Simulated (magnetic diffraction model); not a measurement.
# CuCSe3: what an assumed order does to the neutron pattern

Space group P2_1/c (no. 14), a = 6.8000 Å, b = 11.6330 Å, c = 5.8640 Å, β = 107.08°.

```csv
site,atom,x,y,z
4e,Se,0.5342,0.3034,0.8627
4e,Se,0.8152,0.0942,0.8410
4e,Se,0.9360,0.3190,0.6732
4e,Cu,0.2580,0.0782,0.6993
4e,C,0.7098,0.2336,0.6812
```

This is a made-up structure (elements placed in a structure type, unrelaxed), so the numbers test the method and describe no known phase.

Only Cu is taken to order (form factors of Cu2+); orders and moment sizes are assumed, and not adapted to the symmetry. Radiation: neutrons of λ = 2.52 Å, 3° to 40°; isotropic B of 0.32 Å² (Se), 0.37 Å² (Cu) and 0.4 Å² (C). Simulated constant-wavelength pattern: nuclear and magnetic terms add, the magnetic one as |2.695 fm × Σ f S⊥ exp(2πi Q·r) exp(−B s²)|², summed over all Q at one angle with the factor 1/(sin²θ cos θ). For collinear order S is the moment m, which repeats by lattice and centring translations R with the sign exp(−2πi k·R). Free-ion form factors, Sears's scattering lengths of 1992, no absorption; a label names one of the reflections at its angle. The strongest nuclear line in the range is 100, and lines under 0.2 are left out.

Assume the order k = (0 0 0), collinear moments along [111], 0.78 μB on Cu; signs + at (0.2580, 0.0782, 0.6993), + at (0.7420, 0.5782, 0.8007), − at (0.7420, 0.9218, 0.3007), − at (0.2580, 0.4218, 0.1993).

Q: Where does magnetic intensity appear, and how strong is it?

```csv
2θ (°),index,nuclear,magnetic
22.35,(1 0 0),0.2,0.0
25.02,(0 2 0),46.5,0.3
25.66,(1 1 0),100.0,1.6
25.98,(0 0 1),0.0,1.1
28.90,(0 1 1),0.6,0.0
31.62,(1 1 -1),3.0,0.3
33.80,(1 2 0),7.3,0.0
36.38,(0 2 1),7.8,0.2
38.64,(1 2 -1),8.9,0.0
```

The strongest magnetic line in the range is (1 1 0) at 25.66° (1.6). On top of the Lorentz factor, which all lines share, magnetic lines fade with angle because f falls: for Cu2+ it is 0.93, 0.75, 0.55 and 0.23 at sin θ/λ = 0.1, 0.2, 0.3 and 0.5 Å⁻¹, while nuclear lengths stay constant. The order has no net moment.

[Logs are printed without paths, hosts, clocks, repeated set-up lines and the standing remarks that a program may print on its own settings, such as how far it seeks lower states.]
